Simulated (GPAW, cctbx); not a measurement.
## KCr3: what bonding does to one electron reflection, worked out

KCr3, P6_3/mmc (no. 194), a = 7.2510 Å, b = 7.2510 Å, c = 5.0129 Å, α = 90.00°, β = 90.00°, γ = 120.00°.

| atom | mult. | x | y | z |
| --- | --- | --- | --- | --- |
| Cr1 | 6 | 0.2648 | 0.1324 | 3/4 |
| K1 | 2 | 2/3 | 1/3 | 1/4 |

The cell comes from substitution in a known structure type and wasn't matched to any measured phase.

A DFT run (GPAW, PBE, 450 eV, 5×4×4 k-points (along the axes of the calculation cell), Fermi–Dirac width 0.1 eV, spin-polarised) gives the static X-ray structure factor of 100 as 39.094 e for the conventional cell; superposed free atoms give 38.895 e. **Problem.** Find the Fourier component V of the crystal potential and the two-beam extinction distance at 200 kV in both cases.

### 1. Geometry

The cell volume is Ω = 228.25 Å³ and d(100) = 6.2796 Å, so g = 1/d = 0.1592 Å⁻¹.

### 2. The nuclei

Electrons feel nuclei as well as electrons, so the nuclear charges are summed with the same phases.

Phase sums Σ exp(2πi h·x), turned so that the total is real and positive: Cr +2.507, K -1.000. Then F_Z = 24 × (+2.507) + 19 × (-1.000) = 41.17 e. The electron term has the same sign for this reflection.

### 3. Mott–Bethe

Poisson's equation, term by term, gives V = (e/4πε₀)(F_Z − F)/(πΩg²), with e/4πε₀ = 14.3996 V Å.

The prefactor is 14.3996 × 6.2796²/(π × 228.25) = 0.79187 V per electron. Free atoms: (41.17 − 38.895) × 0.79187 = 1.804 V. Crystal: (41.17 − 39.094) × 0.79187 = 1.647 V. F changes by +0.51 % and V by -8.7 %: the same 0.20 e is measured against F_Z − F = 2.3 e in place of F = 38.9 e.

### 4. Extinction distance

In the two-beam case ξ = 1/(λU) with U = 2γm₀eV/h², that is ξ = 150.41 V Å²/(γλV).

At 200 kV, λ = 0.02508 Å and γ = 1.3914. Free atoms: ξ = 2389 Å. Crystal: ξ = 2618 Å. The thickness fringes go as sin²(πt/ξ), so the two patterns slip by a quarter of a period when t|1/ξ₁ − 1/ξ₀| = 1/4, at t ≈ 684 nm. Thermal motion, absorption and many-beam coupling, left out here, change a real pattern.

### 5. Answer

V(100) is 1.65 V against 1.80 V, and ξ is 2618 against 2389 Å. Limits: static atoms, two beams; a ferromagnetic start is the only order tried, and the real ground state may be antiferromagnetic or insulating.
